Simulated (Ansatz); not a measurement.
# TiTe2 monolayer (2H): phonons and vibrational spectra, part 2 of 2

Wanted: phonon frequencies of TiTe2 monolayer (2H) and what follows from them.

Ansatz 0.2.0; DFT LDA, scalar-relativistic, plane waves, PAW.

So far. Step 4 (Relaxing to small forces for the phonons): The largest force component left is 0.028 meV/Å, within the tolerances set.

**5. Modes at Γ**

The zone centre comes first: it holds the modes that light can see, as far as symmetry allows. No field response is asked, since the mesh shows no gap.

File input.yaml:

```yaml
crystal:
  lattice:
    - [3.6083783225, 0.0, 0.0]
    - [-1.8041891613, 3.1249472937, 0.0]
    - [0.0, 0.0, 31.0]
  atoms:
    - { symbol: Ti, position: [0.3333333333, 0.6666666667, 0.3225806452] }
    - { symbol: Te, position: [0.6666666667, 0.3333333333, 0.3800757933] }
    - { symbol: Te, position: [0.6666666667, 0.3333333333, 0.265085497] }
  periodic: [true, true, false]
kpoints:
  mp_grid: { grid: [15, 15, 1] }
hamiltonian:
  xc: lda
scf:
  occupations: { method: methfessel_paxton, width: 0.15 }
output:
  eigenvalues: true
phonons:
  method: dfpt
```

Run with:

```bash
> ansatz run input.yaml --threads 8 --pin off --max-ram 14336MiB --backend cpu --events-out ev --progress --plain --runs-dir out
```

Numbers of over 12 decimals in the logs are rounded to 6 here.

The log of the run:

```text
Warning: crystal.symmetry: narrowed to the stabiliser of the run's FFT grids — unitary ops 12 → 6. A phonons.method: dfpt run fills in the rows of the dynamical matrix that it does not solve by its symmetry operations, which is exact only for operations that map its FFT grids onto themselves: filled in by any other, the frequencies could depend on the order in which like atoms are typed, or, by more than the grids' own error, on where the crystal sits among the grids' points. Excluded: 6 operations. The run can therefore solve more perturbations, solve them on more k-points, or both, and cost more. [rest of the remark cut]
[...]
Crystal: 3 atoms, lattice volume = 349.556 Å³
Basis set: ecut = 420 eV, 6715 PW (Γ), exchange–correlation on 50×50×432 points (8 copies of the dense FFT grid, shifted against one another)
Bands: 27, of which v1, the nominal top of the filled ones, is band 22 counted from 1 (21 counted from 0)
Symmetry: 12 space group operations
k-points: 64 of 225 (irreducible under 2 space group operations, time reversal used)
[...]
SCF iter   1: F=—  HF=-16106.310253 eV  |F-HF|=—  |Δ(HF+E_count)|=         —  Δρ=4.60e-3  dr2=1.59e-1  ethr=1.77e-3  ⟨swp⟩=12.5  Hψ=11366  notcnv=0
[...]
SCF iter  11: F=-16106.290715 eV  HF=-16106.290715 eV  |F-HF|=7.28e-12  |Δ(HF+E_count)|=  6.53e-10  S|Δr|=    0.00e0  Δρ=1.26e-8  dr2=3.91e-13  ethr=1.00e-12  ⟨swp⟩=13.3  Hψ=11588  notcnv=0
SCF 1 converged in 11 iterations: F = -16106.290715 eV  dr2 = 3.91e-13
[...]
DFPT response loops at Γ: preconditioner auto → none (partly filled bands, converged f_vac=0.749); β = 0.50; Broyden in place of MSR1
SCF converged after 11 iterations
[...]
Free energy (F): -16106.290715 eV
[...]
Internal energy: -16106.291019 eV  (E = F + TS)
E sigma→0 (E₀):  -16106.290791 eV
Entropy (-TS):   0.000304 eV (0.101 meV/atom)
Fermi energy:    -5.384844 eV
[...]
--- Band table (eV; the first three rows and the last of 64) ---
  k-point 0: bands = [... 18 lower, -6.0865, -6.0865, -5.2941, -5.2941, -4.7546, -2.2768, -2.2768, -2.1318, ... 1 higher]
  k-point 1: bands = [... 18 lower, -6.2596, -6.0611, -5.3772, -5.3771, -4.7629, -2.5123, -2.4391, -2.2449, ... 1 higher]
  k-point 2: bands = [... 18 lower, -6.7496, -5.9896, -5.6666, -5.5940, -4.8108, -2.9659, -2.8902, -2.5271, ... 1 higher]
  k-point 63: bands = [... 18 lower, -8.1785, -7.3576, -7.2847, -6.1338, -4.9009, -3.5257, -3.4032, -2.9410, ... 1 higher]
--- Phonons (Γ-DFPT): 6 representative perturbations + reference, on 64 of 225 k-points (Σ response iterations 29) ---
  ASR residual: 7.175e-5 → 0.000e0 eV/Å²; symmetrization residual: 3.948e-5 eV/Å²
  The last average, over the group as it would stand without the narrowing to the FFT grids, took up to 8.565e-6 eV/Å² of the zone centre's force constants
  ASR residual per site (eV/Å²): 6.99e-5 7.18e-5 5.55e-5
  Γ frequencies (cm⁻¹): 0.00 0.00 0.00 64.46 64.46 100.39 100.39 150.52 259.67
  non-analytic LO–TO correction: not included (Born effective charges unavailable; polar crystals: no LO–TO splitting at Γ)
```

Elapsed: 89 s, on 8 threads of Arm Neoverse V1, shared host; peak memory 2.4 GiB.

This step gave:

| Item | Value |
| --- | --- |
| sum-rule residual before enforcement | 7.18e-5 eV/Å² |
| point group | -6m2 |
| highest optical mode at the zone centre (no LO-TO term) | 259.7 cm⁻¹ |
| lowest optical zone-centre mode | 64.46 cm⁻¹ |

Patterns of degenerate modes are one choice out of their space. The modes at Γ (shares of kinetic energy by element, %):

| mode | frequency (cm⁻¹) | symmetry | Ti % | Te % |
| --- | --- | --- | --- | --- |
| 1 | 0.0 | acoustic | 16 | 84 |
| 2 | 0.0 | acoustic | 16 | 84 |
| 3 | 0.0 | acoustic | 16 | 84 |
| 4 | 64.5 | E'' | 0 | 100 |
| 5 | 64.5 | E'' | 0 | 100 |
| 6 | 100.4 | E' | 84 | 16 |
| 7 | 100.4 | E' | 84 | 16 |
| 8 | 150.5 | A1' | 0 | 100 |
| 9 | 259.7 | A2'' | 84 | 16 |

Displacements in mode 4 (64.5 cm⁻¹), the largest set to 1:
```
Ti1  0.00  0.00  0.00
Te2  0.03  1.00  0.00
Te3 -0.03 -1.00  0.00
```

Displacements in mode 9 (259.7 cm⁻¹), the largest set to 1:
```
Ti1  0.00  0.00  1.00
Te2  0.00  0.00 -0.19
Te3  0.00  0.00 -0.19
```

Before it was imposed, the acoustic sum rule was missed by 7.2e-5 eV/Å². Small misses are needed for a sound result but don't prove that mesh and cutoff are converged. The lowest optical mode is real, 64.5 cm⁻¹.

**6. Response at finite wavevector**

Stability and thermal properties need the whole zone. Linear response on a 3×3×1 q mesh gives force constants as far as a supercell of that size would.

input.yaml: that of step 5 with these lines changed.

```diff
@@ -20 +20,10 @@
   method: dfpt
+  qmesh: [3, 3, 1]
+  temperatures: { t_max: 1000, t_step: 50 }
+  qpath:
+    path:
+      - [0.0, 0.0, 0.0]
+      - [0.5, 0.0, 0.0]
+      - [0.33333333, 0.33333333, 0.0]
+      - [0.0, 0.0, 0.0]
+    npoints: 10
```

The log of the run:

```text
[...]
Crystal: 3 atoms, lattice volume = 349.556 Å³
Basis set: ecut = 420 eV, 6715 PW (Γ), exchange–correlation on 50×50×432 points (8 copies of the dense FFT grid, shifted against one another)
Bands: 27, of which v1, the nominal top of the filled ones, is band 22 counted from 1 (21 counted from 0)
Symmetry: 12 space group operations
k-points: 27 of 225 (irreducible under 6 space group operations, time reversal used)
[...]
SCF iter   1: F=—  HF=-16106.310077 eV  |F-HF|=—  |Δ(HF+E_count)|=         —  Δρ=4.61e-3  dr2=1.60e-1  ethr=1.77e-3  ⟨swp⟩=12.0  Hψ=4659  notcnv=0
[...]
SCF iter  11: F=-16106.290715 eV  HF=-16106.290715 eV  |F-HF|=1.18e-10  |Δ(HF+E_count)|=  3.42e-10  S|Δr|=    0.00e0  Δρ=1.13e-8  dr2=4.07e-13  ethr=1.00e-12  ⟨swp⟩=13.3  Hψ=4881  notcnv=0
SCF 1 converged in 11 iterations: F = -16106.290715 eV  dr2 = 4.07e-13
[...]
phonons: the bands overlap, so this run is a metal and interpolates without the dipole-dipole term. If the crystal is really an insulator or semiconductor, its LO-TO splitting is missing
NSCF: frozen V_eff on 27 k-points
[...]
DFPT response loops at q = (0, 0, 0) (fractional): preconditioner auto → none (partly filled bands, converged f_vac=0.749); β = 0.50; Broyden in place of MSR1
[...]
SCF converged after 11 iterations
[...]
Free energy (F): -16106.290715 eV
[...]
Internal energy: -16106.291019 eV  (E = F + TS)
E sigma→0 (E₀):  -16106.290791 eV
Entropy (-TS):   0.000304 eV (0.101 meV/atom)
Fermi energy:    -5.384844 eV
[...]
--- Band table (eV; the first three rows and the last of 27) ---
  k-point 0: bands = [... 18 lower, -6.0865, -6.0865, -5.2941, -5.2941, -4.7546, -2.2768, -2.2768, -2.1318, ... 1 higher]
  k-point 1: bands = [... 18 lower, -6.2596, -6.0611, -5.3772, -5.3771, -4.7629, -2.5123, -2.4391, -2.2449, ... 1 higher]
  k-point 2: bands = [... 18 lower, -6.7496, -5.9896, -5.6666, -5.5940, -4.8108, -2.9659, -2.8902, -2.5271, ... 1 higher]
  k-point 26: bands = [... 18 lower, -8.8848, -8.0580, -7.8468, -6.2368, -4.5783, -3.7755, -3.0689, -2.8790, ... 1 higher]
--- Phonons (Γ-DFPT): 6 representative perturbations + reference (Σ response iterations 30) ---
  ASR residual: 1.177e-4 → 0.000e0 eV/Å²; symmetrization residual: 7.182e-5 eV/Å²
[...]
ASR residual per site (eV/Å²): 1.18e-4 6.45e-5 5.81e-5
  Γ frequencies (cm⁻¹): 0.00 0.00 0.00 64.46 64.46 100.39 100.39 150.52 259.67
--- Phonons (arbitrary-q DFPT): 3 irreducible q on the 3×3×1 mesh ---
  q = [0.0000, 0.0000, 0.0000] (star 1, of the zone-centre solve; hermiticity 1.44e-5, symmetrization 8.34e-11, taken by the last average 1.11e-6): -0.00 -0.00 0.00 64.46 64.46 100.39 100.39 150.52 259.67
  q = [0.0000, 0.3333, 0.0000] (star 6, 9 solved perturbations on 120 of 225 k-point pairs; hermiticity 3.66e-6, symmetrization 2.57e-10, taken by the last average 1.02e-6): 44.36 67.15 75.59 107.41 109.50 133.48 196.41 197.39 261.92
  q = [0.3333, 0.3333, 0.0000] (star 2, 6 solved perturbations in 498 linear systems a pass and spin channel, the states on 120 of 225 k-point pairs; hermiticity 3.12e-6, symmetrization 1.06e-7, taken by the last average 1.13e-6): 62.28 98.40 99.63 110.10 117.82 128.63 173.64 218.75 273.53
  sum rule: each row above includes the acoustic sum rule's correction from the zone centre's row sums; it moved no ω² by more than (0.82 cm⁻¹)²
  mesh force constants: q→R imaginary residual 0.00e0; ASR residual 1.177e-4 → 0.000e0 eV/Å²; symmetrization residual 7.105e-15 eV/Å²
  interpolated dispersion: 31 rows × 9 modes
  density of states and harmonic sums: on the 21×21×1 q-mesh, interpolated from the force constants of a 3×3×1 supercell (no non-analytic term)
  largest difference from the sums on the solved wave vectors: F 1.08e-1 eV, S 1.35e-4 and C_V 2.70e-5 eV/K
  zero-point energy: 0.072436 eV/cell   skipped modes (ω ≤ 0): 4, of them read as no rigid motion or as one in doubt: 1 (1.361e-2 modes/cell left out, lowest -1.52 cm⁻¹)   left out of the sums: 2.27e-3 of the cell's modes: C_V's classical limit lies that fraction below 3 k_B per atom; for a crystal, a wire or a layer, F and S can be off by more, and a phonons.interpolated_qmesh denser along its periods is the remedy for the sampling
```

Wall time 6 min (8 threads); peak memory 3 GiB; 47 min of CPU time.

Numbers from this step:

| Quantity | Value |
| --- | --- |
| sum-rule residual before enforcement | 1.18e-4 eV/Å² |
| lowest frequency on the path | -1.528 cm⁻¹ |
| highest frequency on the path or at a solved wavevector | 285.6 cm⁻¹ |
| mean frequency | 130.2 cm⁻¹ |
| lowest mode on the q mesh (acoustic modes at Γ apart) | 44.36 cm⁻¹ |
| zero-point energy per atom | 24.15 meV |
| heat capacity at 300 K | 23.90 J/(mol atoms K) |
| vibrational entropy at 300 K | 41.49 J/(mol atoms K) |

Frequencies (cm⁻¹) solved at each irreducible wavevector; negative means imaginary. Frequencies by wavevector, by row:

| q in reciprocal lattice units | star | mode 1 | mode 2 | mode 3 | mode 4 | mode 5 | mode 6 | mode 7 | mode 8 | mode 9 |
| --- | --- | --- | --- | --- | --- | --- | --- | --- | --- | --- |
| 0 0 0 | 1 | 0 | 0 | 0 | 64.5 | 64.5 | 100.4 | 100.4 | 150.5 | 259.7 |
| 0 0.3333 0 | 6 | 44.4 | 67.2 | 75.6 | 107.4 | 109.5 | 133.5 | 196.4 | 197.4 | 261.9 |
| 0.3333 0.3333 0 | 2 | 62.3 | 98.4 | 99.6 | 110.1 | 117.8 | 128.6 | 173.6 | 218.8 | 273.5 |

Interpolated from a 3×3×1 q mesh. The phonon branches at the labelled points (cm⁻¹):

| point | branch 1 | branch 2 | branch 3 | branch 4 | branch 5 | branch 6 | branch 7 | branch 8 | branch 9 |
| --- | --- | --- | --- | --- | --- | --- | --- | --- | --- |
| Γ | 0 | 0 | 0 | 64 | 64 | 100 | 100 | 150 | 260 |
| halfway | 28 | 53 | 69 | 88 | 96 | 133 | 178 | 219 | 231 |
| M | 66 | 81 | 84 | 116 | 117 | 141 | 175 | 208 | 286 |
| halfway | 60 | 87 | 102 | 109 | 116 | 135 | 175 | 214 | 279 |
| K | 62 | 98 | 100 | 110 | 118 | 129 | 174 | 219 | 274 |
| halfway | 28 | 62 | 80 | 95 | 101 | 131 | 191 | 209 | 243 |
| Γ | 0 | 0 | 0 | 64 | 64 | 100 | 100 | 150 | 260 |

The phonon branches as a text plot (rows in cm⁻¹):

```
    280 |               *****************  **
    268 |             **                 **  *****
    256 |*****      **                            **         ****
    244 |     **                                    **   ****
    232 |       ****
    220 |         **                ***********       ***
    208 |       **  **  ************           *******
    196 |           ****                          ****   **
    184 |     **        **                     ***
    172 |         **      *********************       ***  **
    160 |   **  **
    148 |***  **                                         **  ****
    136 |       **********************       **************
    124 |   ****                      *******              **
    112 | **          ******************************         ***
    100 |*        ****            ** *****************          *
     88 |       ****      ************       **   **  ***
     76 |   ******  ************               **************
     64 |***************  *******************       **   ********
     52 |     **  **  ****                   *****    ***
     40 |   **  **  **                            **     ****
     28 |     **  **                                **     **
     16 | ********                                    *****  ***
      4 |*****                                             ******
         Γ                   M           K                      Γ
```

Tetrahedra on a 21×21×1 mesh, mean over bins of 5 cm-1. Interpolated from a 3×3×1 q mesh. The phonon density of states by wavenumber; read off at these points:

wavenumber (cm⁻¹), phonon density of states (1/cm⁻¹/cell) and a bar:
```
       -2      0.003 
       12      0.012 ##
       28      0.017 ###
       38      0.021 ####
       52      0.033 #######
       68      0.049 ##########
       82      0.074 ################
       92      0.048 ##########
      108      0.087 ###################
      112      0.101 ######################
      122      0.006 #
      132      0.139 ##############################
      138      0.040 #########
      148      0.003 
      162      0.006 #
      178      0.057 ############
      192      0.031 ######
      202      0.038 ########
      208      0.053 ###########
      218      0.036 #######
      232      0.013 ###
      248      0.012 ##
      258      0.013 ##
      272      0.038 ########
      288      0.002
```

The partial phonon density of states has structure finer than the step of the table below, so its rows give means over 10 cm⁻¹, whole bins alone (the curve runs from -11.5 to 304 cm⁻¹). Peaks (cm⁻¹: height): Te 67.8: 0.0552, 81.6: 0.0678, 113.3: 0.0993, 133.2: 0.107, 176.8: 0.0182; Ti 59.8: 0.0132, 107.4: 0.00979, 156.9: 0.0072, 174.8: 0.0414, 188.7: 0.0238, 210.5: 0.0421, 273.9: 0.0351.

Phonopy on the run's constants, 19x19x1 mesh, Gaussian sigma 2.3 cm-1. Interpolated from a 3×3×1 q mesh. Table of partial phonon density of states by wavenumber; means over each step; values in 1/cm⁻¹/cell:

| wavenumber (cm⁻¹) | Te | Ti |
| --- | --- | --- |
| 0 | 0.00426 | 8.1e-4 |
| 10 | 0.00853 | 0.00171 |
| 20 | 0.0124 | 0.00265 |
| 30 | 0.0146 | 0.00338 |
| 40 | 0.0177 | 0.00440 |
| 50 | 0.0242 | 0.00664 |
| 60 | 0.0400 | 0.0102 |
| 70 | 0.0487 | 0.00344 |
| 80 | 0.0608 | 0.00387 |
| 90 | 0.0496 | 0.00279 |
| 100 | 0.0506 | 0.00384 |
| 110 | 0.0881 | 0.00689 |
| 120 | 0.0348 | 0.00480 |
| 130 | 0.0646 | 0.00443 |
| 140 | 0.0266 | 0.00353 |
| 150 | 0.00199 | 0.00164 |
| 160 | 0.00311 | 0.00500 |
| 170 | 0.00530 | 0.0129 |
| 180 | 0.0115 | 0.0279 |
| 190 | 0.00518 | 0.0191 |
| 200 | 0.00560 | 0.0268 |
| 210 | 0.00563 | 0.0390 |
| 220 | 0.00328 | 0.0195 |
| 230 | 0.00166 | 0.00714 |
| 240 | 0.00199 | 0.00972 |
| 250 | 0.00175 | 0.00963 |
| 260 | 0.00158 | 0.0103 |
| 270 | 0.00273 | 0.0215 |
| 280 | 0.00263 | 0.0238 |
| 290 | 2.5e-4 | 0.00263 |

Harmonic thermodynamic functions per atom, from the density of states. Interpolated from a 3×3×1 q mesh. Thermodynamic functions, by row:

| T (K) | F_vib (meV/atom) | S (J/mol-atom/K) | C_V (J/mol-atom/K) |
| --- | --- | --- | --- |
| 0 | 24.15 | 0 | 0 |
| 100 | 16.18 | 17.52 | 18.37 |
| 200 | -10.08 | 32 | 22.79 |
| 300 | -48.46 | 41.49 | 23.9 |
| 400 | -95.22 | 48.43 | 24.32 |
| 500 | -148.3 | 53.88 | 24.52 |
| 600 | -206.6 | 58.36 | 24.63 |
| 700 | -269.1 | 62.17 | 24.7 |
| 800 | -335.3 | 65.47 | 24.74 |
| 900 | -404.7 | 68.38 | 24.77 |
| 1000 | -476.9 | 71 | 24.79 |

Symmetry leaves 3 wavevectors to solve. The lowest mode among them, the acoustic zeros apart, lies at q = (0, 0.333, 0) and is real, 44.4 cm⁻¹.

**7. Another isotope, element Te, natural mass 127.6 amu**

An isotope changes the mass and not the force constants, so no new electronic calculation is needed; the shifts show which modes move this element.

The same force constants with the mass of Te changed from 127.600 to 129.906 u (phonopy, no LO-TO term). Both lists are sorted by frequency; levels can cross, so a row need not hold one and the same mode. Modes under 3 cm⁻¹ are left out. Isotope shifts, by row:

| q | rank | natural mass (cm⁻¹) | changed mass (cm⁻¹) |
| --- | --- | --- | --- |
| 0 0 0 | 4 | 64.46 | 63.89 |
| 0 0 0 | 5 | 64.46 | 63.89 |
| 0 0 0 | 6 | 100.4 | 100.2 |
| 0 0 0 | 7 | 100.4 | 100.2 |
| 0 0 0 | 8 | 150.5 | 149.2 |
| 0 0 0 | 9 | 259.7 | 259.3 |
| 0 0.3333 0 | 1 | 44.36 | 44.06 |
| 0 0.3333 0 | 2 | 67.15 | 66.61 |
| 0 0.3333 0 | 3 | 75.59 | 74.92 |
| 0 0.3333 0 | 4 | 107.4 | 106.5 |
| 0 0.3333 0 | 5 | 109.5 | 108.5 |
| 0 0.3333 0 | 6 | 133.5 | 132.3 |
| 0 0.3333 0 | 7 | 196.4 | 196.2 |
| 0 0.3333 0 | 8 | 197.4 | 197 |
| 0 0.3333 0 | 9 | 261.9 | 261.6 |
| 0.3333 0.3333 0 | 1 | 62.28 | 61.92 |
| 0.3333 0.3333 0 | 2 | 98.4 | 97.59 |
| 0.3333 0.3333 0 | 3 | 99.63 | 98.85 |
| 0.3333 0.3333 0 | 4 | 110.1 | 109.1 |
| 0.3333 0.3333 0 | 5 | 117.8 | 116.8 |
| 0.3333 0.3333 0 | 6 | 128.6 | 127.5 |
| 0.3333 0.3333 0 | 7 | 173.6 | 173.1 |
| 0.3333 0.3333 0 | 8 | 218.8 | 218.6 |
| 0.3333 0.3333 0 | 9 | 273.5 | 273.2 |

A mode of this element alone would shift by -0.89 %. The highest zone-centre frequency without the field goes from 259.7 to 259.3 cm⁻¹ (-0.1 %). The product of the frequency ratios over all optical modes at Γ is 0.970; the product rule, (m/m′)^(3k/2) (M′/M)^(3/2) with k = 2 such atoms and M the mass of the cell, gives 0.969.

**8. Isotope substitution, element Ti, natural mass 47.867 amu**

The same for Ti, from 47.87 to 49.94 u.

The same force constants with the mass of Ti changed from 47.867 to 49.945 u (phonopy, no LO-TO term). Both lists are sorted by frequency; levels can cross, so a row need not hold one and the same mode. Modes under 3 cm⁻¹ are left out. Isotope shifts, by row:

| q | rank | natural mass (cm⁻¹) | changed mass (cm⁻¹) |
| --- | --- | --- | --- |
| 0 0 0 | 4 | 64.46 | 64.46 |
| 0 0 0 | 5 | 64.46 | 64.46 |
| 0 0 0 | 6 | 100.4 | 98.61 |
| 0 0 0 | 7 | 100.4 | 98.61 |
| 0 0 0 | 8 | 150.5 | 150.5 |
| 0 0 0 | 9 | 259.7 | 255.1 |
| 0 0.3333 0 | 1 | 44.36 | 44.13 |
| 0 0.3333 0 | 2 | 67.15 | 66.98 |
| 0 0.3333 0 | 3 | 75.59 | 75.59 |
| 0 0.3333 0 | 4 | 107.4 | 107.2 |
| 0 0.3333 0 | 5 | 109.5 | 109.5 |
| 0 0.3333 0 | 6 | 133.5 | 133.4 |
| 0 0.3333 0 | 7 | 196.4 | 192.8 |
| 0 0.3333 0 | 8 | 197.4 | 194.3 |
| 0 0.3333 0 | 9 | 261.9 | 257.1 |
| 0.3333 0.3333 0 | 1 | 62.28 | 61.83 |
| 0.3333 0.3333 0 | 2 | 98.4 | 98.24 |
| 0.3333 0.3333 0 | 3 | 99.63 | 99.38 |
| 0.3333 0.3333 0 | 4 | 110.1 | 110.1 |
| 0.3333 0.3333 0 | 5 | 117.8 | 117.8 |
| 0.3333 0.3333 0 | 6 | 128.6 | 128.6 |
| 0.3333 0.3333 0 | 7 | 173.6 | 171.2 |
| 0.3333 0.3333 0 | 8 | 218.8 | 214.5 |
| 0.3333 0.3333 0 | 9 | 273.5 | 268.5 |

A mode of this element alone would shift by -2.10 %. The highest zone-centre frequency without the field goes from 259.7 to 255.1 cm⁻¹ (-1.8 %). The product of the frequency ratios over all optical modes at Γ is 0.948; the product rule, (m/m′)^(3k/2) (M′/M)^(3/2) with k = 1 such atoms and M the mass of the cell, gives 0.948.

**9. Outcome**

```
space group after relaxation (within 0.01 Å)            : P-6m2
area per atom                                           : 3.76 Å²
electronic character                                    : no gap on this mesh
highest optical mode at the zone centre (no LO-TO term) : 260 cm⁻¹
lowest optical zone-centre mode                         : 64.5 cm⁻¹
lowest mode on the q mesh (acoustic modes at Γ apart)   : 44.4 cm⁻¹
highest frequency on the path or at a solved wavevector : 286 cm⁻¹
zero-point energy per atom                              : 24.1 meV
heat capacity at 300 K                                  : 23.9 J/(mol atoms K)
vibrational entropy at 300 K                            : 41.5 J/(mol atoms K)
imaginary modes on the 3×3×1 q mesh                     : none
```

In words: The structure is a minimum as far as tested: no mode is imaginary at the 3 irreducible wavevectors of the 3×3×1 mesh, and the softest away from the acoustic zeros lies at 44 cm⁻¹. The optical modes at Γ span 64 to 260 cm⁻¹. The highest mode in this list at Γ, 259.7 cm⁻¹, is mostly motion of Ti (84 % of the kinetic energy). With no gap, or one that is small against the smearing, the frequencies hang on the k mesh and the smearing, most of all near Kohn anomalies. In a sheet or slab the interpolated bending branch near Γ is rough, since the rotational sum rule isn't imposed. A semilocal functional can close a gap that the real compound would have, so the metallic treatment may be an artefact of the level. Spin-orbit coupling is left out, which can matter for the heavy elements here. The starting cell was built on a prototype and not taken from a measurement. These are harmonic frequencies at zero temperature: anharmonic shifts, linewidths and thermal expansion are left out.

[Logs are printed without paths, hosts, clocks, repeated set-up lines and the standing remarks that a program may print on its own settings, such as how far it seeks lower states.]

[Hosts, paths, dates, database ids (printed as entryN), source tags and the programs' standing remarks are cut or masked in the printed files.]
